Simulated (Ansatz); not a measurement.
## Relaxing graphene zigzag nanoribbon, H-capped, B on C sites (70 atoms)

How does graphene zigzag nanoribbon, H-capped, B on C sites (70 atoms) relax, and what do bonds, charges and levels look like afterwards?

Calculated with Ansatz 0.2.0; Kohn-Sham DFT, RPBE+D3(BJ), PAW (set soft_2), plane waves.

Most raw output is cut from this account.

### 1. Starting point

The cell holds 70 atoms: 53 C, 7 B and 10 H. Its edges and angles: a = 12.300 Å, b = 23.542 Å, c = 10.000 Å, α = 90.0°, β = 90.0°, γ = 90.0°. It derives from C (graphene). Graphene (a = 2.46 Å), rectangular cell with x along the zigzag direction; strip nominally 15 Å wide, 5 periods, edges capped with H, 10 Å of vacuum, 7 of 60 C replaced by B at random; not relaxed, displaced by a Gaussian of 0.02 Å. Regions: sheet, 60 atoms (53 C and 7 B); hydrogen, 10 atoms (10 H). Vacuum lies along b and c. The structure repeats along a.

Limits known from the start: The main run has no spin polarisation, so any moments at edges, vacancies or dangling bonds can't form in it. The electron count is odd and the run has no spin polarisation, so levels at the top are partly filled by construction. Sampling is at Γ alone, for a cell whose periodic width is 12 Å.

### 2. Single point at the start

The forces at the start show how far the geometry lies from a minimum of this functional.

File input.yaml:

```yaml
crystal:
  lattice:
    - [12.3, 0.0, 0.0]
    - [0.0, 23.54225, 0.0]
    - [0.0, 0.0, 10.0]
  atoms:
    - { symbol: C, position: [0.99878, 0.28974, 0.50244] }
    - { symbol: C, position: [0.09845, 0.25999, 0.49822] }
    - { symbol: C, position: [0.10162, 0.3784, 0.49811] }
    - { symbol: C, position: [0.99938, 0.34928, 0.50248] }
    - { symbol: C, position: [0.99938, 0.47148, 0.49707] }
    - { symbol: C, position: [0.10288, 0.44084, 0.50503] }
    - { symbol: C, position: [0.09965, 0.55839, 0.49859] }
    - { symbol: B, position: [0.99769, 0.53162, 0.49814] }
[... 58 atom lines left out ...]
    - { symbol: H, position: [0.69751, 0.21151, 0.49994] }
    - { symbol: H, position: [0.69977, 0.78602, 0.49992] }
    - { symbol: H, position: [0.89979, 0.21196, 0.50095] }
    - { symbol: H, position: [0.89963, 0.78626, 0.50369] }
kpoints:
  mp_grid: { grid: [1, 1, 1] }
hamiltonian:
  xc: rpbe
  dispersion: d3bj
scf:
  occupations: { method: gaussian, width: 0.05 }
output:
  forces: true
  populations: true
  dos:
    method: { smearing: { sigma: 0.15 } }
    de: 0.1
    projected:
      site_lists:
        B: [B]
        C: [C]
        H: [H]
        sheet: [0, 1, 2, 3, 4, 5, 6, 7, 8, 9, 10, 11, 12, 13, 14, 15, 16, 17, 18, 19, 20, 21, 22, 23, 24, 25, 26, 27, 28, 29, 30, 31, 32, 33, 34, 35, 36, 37, 38, 39, 40, 41, 42, 43, 44, 45, 46, 47, 48, 49, 50, 51, 52, 53, 54, 55, 56, 57, 58, 59]
        hydrogen: [60, 61, 62, 63, 64, 65, 66, 67, 68, 69]
  eigenvalues: true
```

On the command line:

```console
$ ansatz run input.yaml --threads 4 --pin off --max-ram 8192MiB --backend cpu --events-out ev --progress --plain --runs-dir out
```

Wall time 46 s (4 threads of Arm Neoverse V2, shared host); peak memory 2.2 GiB; 2.7 min of CPU time.

Numbers from this run:

| Quantity | Value |
| --- | --- |
| free energy | -14633.9926 eV |
| free energy per atom | -209.0570 eV/atom |
| SCF cycles | 31 |
| r.m.s. force component | 2.009 eV/Å |
| longest force | 10.73 eV/Å |
| Fermi energy | -3.089 eV |
| levels partly filled by over 2 per cent | 2 |
| spilling of the projection | 0.0119 |

The r.m.s. force component of 2.0 eV/Å sets the starting point.

Length of the force by element:

```csv
element,coordination,atoms,mean length of the force (eV/Å),spread,least,most
B,all,7,3.88,2.29,1.32,6.65
C,all,53,2.99,1.81,0.939,10.7
H,all,10,1.72,1.68,0.450,5.77
```

### 3. Relaxation

The atoms are relaxed in the fixed cell, aiming at the force tolerance of the input.

input.yaml, the sections that differ from step 2:

```yaml
output:
  forces: true
relax:
  f_tol: 0.05
  max_steps: 200
# crystal, kpoints, hamiltonian, scf: as in step 2
```

It took 5.1 min on 4 threads; peak memory 2.2 GiB.

Step by step:

```csv
step,energy less that of the first step (eV),largest force component (eV/Å)
1,0.0000,10.7265
2,-5.7246,3.6849
3,-7.5893,0.7753
4,-7.9677,0.4751
5,-8.0927,0.3241
6,-8.1460,0.2278
7,-8.1742,0.2338
8,-8.1945,0.1612
9,-8.2135,0.1845
10,-8.2324,0.3647
11,-8.2420,0.3227
12,-8.1940,0.7965
13,-8.2515,0.0822
14,-8.2530,0.0558
15,-8.2539,0.0335
```

Relaxation step 12 was tried and not accepted.

The atoms that moved most (Å):

```csv
atom,dx,dy,dz,length
H63,0.063,-0.109,1.288,1.294
H65,-0.068,-0.296,-1.012,1.057
C14,0.051,-0.161,0.888,0.904
B26,-0.033,-0.271,-0.549,0.613
H67,0.044,-0.038,-0.547,0.551
B13,0.057,-0.149,0.493,0.518
C37,-0.021,-0.131,-0.431,0.451
H61,-0.169,-0.174,0.366,0.439
```

The relaxation changed the energy by -118 meV/atom, and atoms moved by 0.31 Å r.m.s., 1.3 Å at most.

### 4. Structure statistics after relaxation

Bonds before and after, by the cutoffs listed below:

```csv
pair,bonds before,bonds after,mean before (Å),mean after (Å),spread before (Å),spread after (Å)
C-C,67,67,1.423,1.422,0.029,0.020
C-H,8,8,1.091,1.092,0.030,0.001
C-B,17,17,1.414,1.511,0.034,0.022
H-B,2,2,1.057,1.203,0.020,0.002
B-B,1,1,1.402,1.683,0.000,0.000
```

Normalised to the volume that the atoms fill. g(r), total and by pair (bins of 0.2 Å):

```csv
r (Å),total,C-C,C-H,C-B,H-H,H-B,B-B
1.00,0.96,0.00,4.46,0.00,0.00,0.00,0.00
1.20,0.19,0.00,0.00,0.00,0.00,6.50,0.00
1.40,5.05,8.05,0.00,2.96,0.00,0.00,0.00
1.60,0.64,0.00,0.00,3.94,0.00,0.00,4.97
1.80,0.00,0.00,0.00,0.00,0.00,0.00,0.00
2.00,0.00,0.00,0.00,0.00,0.00,0.00,0.00
2.20,0.39,0.00,1.80,0.00,0.00,0.00,0.00
2.40,2.83,4.07,0.33,1.21,7.03,2.71,2.48
2.60,1.30,0.95,0.83,3.13,2.02,2.08,0.00
2.80,1.00,1.23,0.25,1.37,0.82,0.66,0.00
3.00,0.42,0.51,0.22,0.52,0.00,0.00,0.00
3.20,0.04,0.02,0.06,0.00,0.00,0.50,0.00
3.40,0.17,0.00,0.71,0.00,0.62,0.00,0.00
3.60,0.11,0.09,0.29,0.00,0.00,0.00,0.00
3.80,1.25,1.75,0.04,1.51,0.00,0.00,0.95
4.00,0.28,0.17,0.48,0.24,0.00,0.62,1.79
4.20,0.57,0.69,0.29,0.56,0.00,0.83,0.77
4.40,0.59,0.80,0.14,0.58,0.00,0.26,0.71
4.60,0.10,0.01,0.33,0.04,0.00,0.45,0.00
4.80,0.20,0.17,0.30,0.04,1.17,0.00,0.00
5.00,0.84,0.97,0.44,1.00,0.80,0.98,0.00
5.20,0.70,0.87,0.31,0.69,0.75,0.18,0.52
5.40,0.08,0.03,0.15,0.13,0.00,0.00,0.49
5.60,0.09,0.12,0.04,0.09,0.00,0.00,0.00
5.80,0.20,0.26,0.06,0.27,0.00,0.00,0.41
6.00,0.06,0.02,0.24,0.00,0.00,0.00,0.00
6.20,0.42,0.46,0.40,0.38,0.00,0.38,0.00
6.40,0.30,0.29,0.27,0.32,0.00,0.83,0.34
```

Bonds by pair of elements; cutoffs follow the first minimum of g(r), held within bounds set by covalent radii, and pairs that aren't listed don't count as bonded:

```csv
pair A-B,cutoff (Å),bonds,mean length (Å),spread (Å),shortest (Å),B about A,A about B
C-C,1.88,67,1.42,0.02,1.38,2.53,2.53
C-H,1.39,8,1.09,0.001,1.09,0.151,0.8
C-B,1.93,17,1.51,0.022,1.48,0.321,2.43
H-B,1.49,2,1.20,0.002,1.2,0.2,0.286
B-B,2.08,1,1.68,0,1.68,0.286,0.286
```

How many atoms have how many bonded neighbours:

```csv
element,mean,1,3
B,3,0,7
C,3,0,53
H,1,10,0
```

Bond angles, per cent of each kind in bins of 5°:

```csv
angle (°),C-C-C,B-C-C,C-B-C,C-C-H
110–115,0.0,0.0,7.1,0.0
115–120,47.8,75.9,50.0,84.6
120–125,52.2,24.1,42.9,15.4
```

Bond angles (no mean is given where the spread exceeds 20°):

```csv
angle,count,mean (°),spread (°)
C-C-C,113,120,1.5
B-C-C,29,119,1.7
C-B-C,14,120,2.5
C-C-H,13,119,1.3
B-C-H,3,125,2.6
```

Counting bonds as in the table, all B atoms have 3, all C atoms have 3 and all H atoms have 1 bonded neighbour. The C-C-C angle averages 120° with a spread of 1.5°.

### 5. Single point at the relaxed geometry

The electronic structure is read at the final geometry, in a run of its own.

File input.yaml:

```yaml
crystal:
  lattice:
    - [12.3, 0.0, 0.0]
    - [0.0, 23.54225, 0.0]
    - [0.0, 0.0, 10.0]
  atoms:
    - { symbol: C, position: [0.99898, 0.28407, 0.50995] }
    - { symbol: C, position: [0.09371, 0.25238, 0.53378] }
    - { symbol: C, position: [0.10206, 0.37645, 0.51317] }
    - { symbol: C, position: [0.00172, 0.34586, 0.50554] }
    [... 60 atom lines left out ...]
    - { symbol: H, position: [0.49651, 0.19988, 0.39865] }
    - { symbol: H, position: [0.49636, 0.79126, 0.50301] }
    - { symbol: H, position: [0.70111, 0.20991, 0.44519] }
    - { symbol: H, position: [0.69506, 0.79192, 0.50463] }
    - { symbol: H, position: [0.89981, 0.2087, 0.49097] }
    - { symbol: H, position: [0.90723, 0.80319, 0.49802] }
kpoints:
  mp_grid: { grid: [1, 1, 1] }
hamiltonian:
  xc: rpbe
  dispersion: d3bj
scf:
  occupations: { method: gaussian, width: 0.05 }
output:
  forces: true
  populations: true
  dos:
    method: { smearing: { sigma: 0.08 } }
    de: 0.1
    projected:
      site_lists:
        B: [B]
        C: [C]
        H: [H]
        sheet: [0, 1, 2, 3, 4, 5, 6, 7, 8, 9, 10, 11, 12, 13, 14, 15, 16, 17, 18, 19, 20, 21, 22, 23, 24, 25, 26, 27, 28, 29, 30, 31, 32, 33, 34, 35, 36, 37, 38, 39, 40, 41, 42, 43, 44, 45, 46, 47, 48, 49, 50, 51, 52, 53, 54, 55, 56, 57, 58, 59]
        hydrogen: [60, 61, 62, 63, 64, 65, 66, 67, 68, 69]
  eigenvalues: true
  write_density: true
  write_potential: true
  volumetric_format: npy
```

Elapsed: 45 s, on 4 threads; peak memory 2.3 GiB.

The program notes that the exchange-correlation potential is rough where the density is thin.

Read from the output:

| Item | Value |
| --- | --- |
| free energy | -14642.2464 eV |
| free energy per atom | -209.1749 eV/atom |
| SCF cycles | 26 |
| r.m.s. force component | 0.00575 eV/Å |
| longest force | 0.0389 eV/Å |
| Fermi energy | -2.556 eV |
| levels partly filled by over 2 per cent | 1 |
| spilling of the projection | 0.01158 |

Löwdin charges by element (they lack the spilled electrons, 0.040 e an atom on average):

```csv
element,coordination,atoms,mean charge (e),spread,least,most
B,all,7,0.1,0.0172,0.0714,0.13
C,all,53,0.0083,0.0705,-0.259,0.103
H,all,10,0.167,0.0645,0.0267,0.208
```

By region:

```csv
region,atoms,mean length of the force (eV/Å)
sheet,60,0.008
hydrogen,10,0.005
```

Density of states as counts of states in windows of 1 eV (from the Fermi level), total and the larger projections:

```csv
from (eV),to (eV),total,sheet,C p,B p,C s
-14,-13,7.1,6.9,2.9,0.2,3.7
-13,-12,9.2,8.8,3.9,0.3,4.1
-12,-11,12.0,11.5,6.5,0.5,4.3
-11,-10,8.2,7.9,5.0,0.3,2.3
-10,-9,10.0,9.5,6.4,0.4,2.3
-9,-8,10.4,9.9,7.4,0.3,1.8
-8,-7,14.8,13.8,11.0,0.4,1.7
-7,-6,20.6,19.2,16.6,0.6,1.3
-6,-5,25.8,24.2,21.8,0.9,0.8
-5,-4,22.8,21.2,18.7,1.6,0.6
-4,-3,19.9,19.0,16.1,2.3,0.4
-3,-2,22.1,21.5,17.9,3.2,0.3
-2,-1,13.3,13.1,11.0,2.0,0.1
-1,0,6.7,6.7,5.4,1.2,0.0
0,1,7.6,7.5,6.5,0.9,0.0
1,2,4.0,3.9,2.8,1.1,0.0
2,3,7.9,7.6,7.2,0.5,0.0
3,4,12.7,7.7,6.5,1.0,0.1
4,5,26.7,10.7,8.1,2.2,0.4
```

The curve was stored every 0.100 eV, coarse against its broadening of 0.08 eV, so these counts are rough.

Between -19 and -14 eV lie 39 more states.

The levels nearest the highest filled one (over half full), pooled over k-points and spins:

```csv
level less the highest filled one (eV),occupation
-0.933,2
-0.858,2
-0.602,2
-0.44,2
-0.270,2
0,2
0.496,1
0.912,0
1.07,0
1.25,0
1.85,0
1.96,0
```

Electrostatic potential energy in the ab plane at fractional z = 0.494, with atoms of C and B and H within 0.2 Å of it. With pseudopotentials it is smooth inside the atoms' cores, unlike the true potential.

Ten even steps from '0' (-62 eV) to '9' (2 eV), each cell a mean:
```
99999999999999999999999999999999999
99999999999999999999999999999999999
99999999999999999999999999999999999
99999999999999999999999999999999999
99977999986799998679999868999996699
99633799862379986247998524899862369
03533521353352145345214534510475663
25899842589974368997436899843589985
14533521353352145235225534642452353
98633789863378986347998644899863479
56500555640156564015656301655630266
25898731488873148886215888732489973
04777610477761037776104777610377762
67401677740167774016777401677740157
88523788852378884137898534788852268
03656631576661046455115766720364562
36899977899985579998547999843589974
35646876899974467677546634643541254
99767999999999998678999877999973489
99999999999999999999999999999998899
99999999999999999999999999999999999
99999999999999999999999999999999999
99999999999999999999999999999999999
99999999999999999999999999999999999
```
Columns run along a (12.3 Å; values clipped at the 3rd and 97th percentile), rows up along b (23.5 Å). Atoms in or near the plane, at fractional coordinates: C at (0.00, 0.28), C at (0.10, 0.38), C at (0.00, 0.35), C at (0.00, 0.47), C at (0.10, 0.44), C at (0.10, 0.56), B at (0.00, 0.53), C at (0.00, 0.65), C at (0.10, 0.62), C at (0.10, 0.74), C at (0.01, 0.72), C at (0.20, 0.47), C at (0.30, 0.44), C at (0.30, 0.56) and more.

Valence density in the ab plane at fractional z = 0.494, with atoms of C and B and H within 0.2 Å of it. It is the smooth field of the valence electrons, not physical close to the nuclei.

Ten even steps from '0' (0.0 e/Å³) to '9' (1.9 e/Å³), each cell a mean:
```
00000000000000000000000000000000000
00000000000000000000000000000000000
00000000000000000000000000000000000
00000000000000000000000000000000000
00122100013200001320000132000015520
12488421259841125973112697321234432
89877898987789888778888767899853368
97311379621138962114895211489621137
88877888987788888788888534787887788
12599521269841126984112465311269841
35899865689986578997656899866799974
44322489732248973225897423589732234
97433689853469985346998544699853469
45899643479864358996434799643479975
23688522368852237984222444322369852
88655677754578886568887433688876679
95211234310125531113674211379631147
77655422111222344334556666666898887
01343100000000111111001243100149731
00000000000000000000000000000001100
00000000000000000000000000000000000
00000000000000000000000000000000000
00000000000000000000000000000000000
00000000000000000000000000000000000
```
Columns run along a (12.3 Å), rows up along b (23.5 Å). Atoms in or near the plane, at fractional coordinates: C at (0.00, 0.28), C at (0.10, 0.38), C at (0.00, 0.35), C at (0.00, 0.47), C at (0.10, 0.44), C at (0.10, 0.56), B at (0.00, 0.53), C at (0.00, 0.65), C at (0.10, 0.62), C at (0.10, 0.74), C at (0.01, 0.72), C at (0.20, 0.47), C at (0.30, 0.44), C at (0.30, 0.56) and more.

Mean Löwdin charges: B +0.10, C +0.01, H +0.17 e (they miss 1.2 % of the electrons, so they add up to more than the cell's charge). Charges this small depend on the projection, at times even in sign. Within 0.4 eV of the Fermi level the largest share is C p (74 % of the projected weight).

The surroundings of B59, one of the 7 B atoms, nearest first, numbered as they follow in the input and with coordinates relative to it.

```csv
atom,x,y,z,distance (Å),bonds,Löwdin charge (e)
B59,0.00,0.00,0.00,0.00,3,0.09
H70,0.06,1.20,-0.01,1.20,1,0.03
C60,-1.29,-0.79,0.03,1.51,3,-0.08
C12,1.27,-0.85,-0.02,1.53,3,-0.08
C11,2.48,-0.19,-0.03,2.49,3,-0.06
C47,-2.52,-0.15,0.05,2.53,3,-0.06
C57,-1.23,-2.23,0.02,2.54,3,-0.01
C9,1.24,-2.29,-0.01,2.61,3,0.10
H62,2.50,0.90,-0.04,2.66,1,0.20
H68,-2.55,0.94,0.06,2.72,1,0.19
```

The column of bonds counts only the pairs C-C within 1.88 Å, C-H within 1.39 Å, C-B within 1.93 Å, H-B within 1.49 Å, B-B within 2.08 Å; other neighbours, such as metal atoms beside each other in a compound, aren't counted, and periodic images can show an atom twice.

### 6. A run with a doubtful setting

The input is spoilt on purpose; the run shows how that looks.

File input.yaml:

```yaml
crystal:
  lattice:
    - [12.3, 0.0, 0.0]
    - [0.0, 23.54225, 0.0]
    - [0.0, 0.0, 10.0]
  atoms:
    [... the 70 atom lines of step 2 ...]
kpoints:
  mp_grid: { grid: [1, 1, 1], kspacing: 0.3 }
hamiltonian:
  xc: rpbe
  dispersion: d3bj
scf:
  occupations: { method: gaussian, width: 0.05 }
  max_iter: 80
output:
  forces: true
```

The job ended after 0.05 s (4 threads; peak memory 0.18 GiB).

The input was rejected at the start.

The program's message: “Error: invalid value for `kpoints.mp_grid.kspacing`: mutually exclusive with `grid` — set one or the other”

The fault in the input: both a k-mesh and a spacing (kpoints.mp_grid.kspacing = 0.3). The fix is to take out kpoints.mp_grid.kspacing.

### 7. Other settings

Changed here: scf.eigensolver.kind = "davidson" and scf.mixing.preconditioner = "resta".

input.yaml, the sections that differ from step 6:

```yaml
kpoints:
  mp_grid: { grid: [1, 1, 1] }
scf:
  occupations: { method: gaussian, width: 0.05 }
  eigensolver: { kind: davidson }
  mixing: { preconditioner: resta }
output:
  forces: true
  populations: true
  dos:
    method: { smearing: { sigma: 0.08 } }
    de: 0.1
    projected:
      site_lists:
        B: [B]
        C: [C]
        H: [H]
        sheet: [0, 1, 2, 3, 4, 5, 6, 7, 8, 9, 10, 11, 12, 13, 14, 15, 16, 17, 18, 19, 20, 21, 22, 23, 24, 25, 26, 27, 28, 29, 30, 31, 32, 33, 34, 35, 36, 37, 38, 39, 40, 41, 42, 43, 44, 45, 46, 47, 48, 49, 50, 51, 52, 53, 54, 55, 56, 57, 58, 59]
        hydrogen: [60, 61, 62, 63, 64, 65, 66, 67, 68, 69]
  eigenvalues: true
# crystal, hamiltonian: as in step 6
```

Wall time 46 s (4 threads); peak memory 2.3 GiB.

Geometry and reference: those of the single point at the start.

Forces differ from those of the single point at the start by 0.049 meV/Å r.m.s., 0.0024 % of their size. It took 0.99 times the reference's time (shared host, so rough).

### 8. What came out

```yaml
energy_change_in_the_relaxation: -117.9 meV/atom
r_m_s_displacement: 0.306 Å
largest_displacement: 1.294 Å
free_energy_per_atom: -209.1749 eV/atom
r_m_s_force_component: 0.00575 eV/Å
wall_time_of_the_4_dft_runs: 7.4 min
```

Relaxation lowers the energy by 118 meV/atom and moves atoms by 0.31 Å r.m.s.; the r.m.s. force component goes from 2.0 to 0.0057 eV/Å. By the final cutoffs no bond was broken or made. From the first step to the last the energy fell by 8.254 eV, and the largest move was 1.29 Å (H63). The C-B bonds go from 1.414 Å (spread 0.034) to 1.511 Å (spread 0.022). Counting bonds as in the table, all B atoms have 3, all C atoms have 3 and all H atoms have 1 bonded neighbour. No gap is quoted: the electron count is odd and spin is off, so a level is left part filled.

[Logs are printed without paths, hosts, clocks, repeated set-up lines and the standing remarks that a program may print on its own settings, such as how far it seeks lower states.]

[Hosts, paths, dates, database ids (printed as entryN), source tags and the programs' standing remarks are cut or masked in the printed files.]
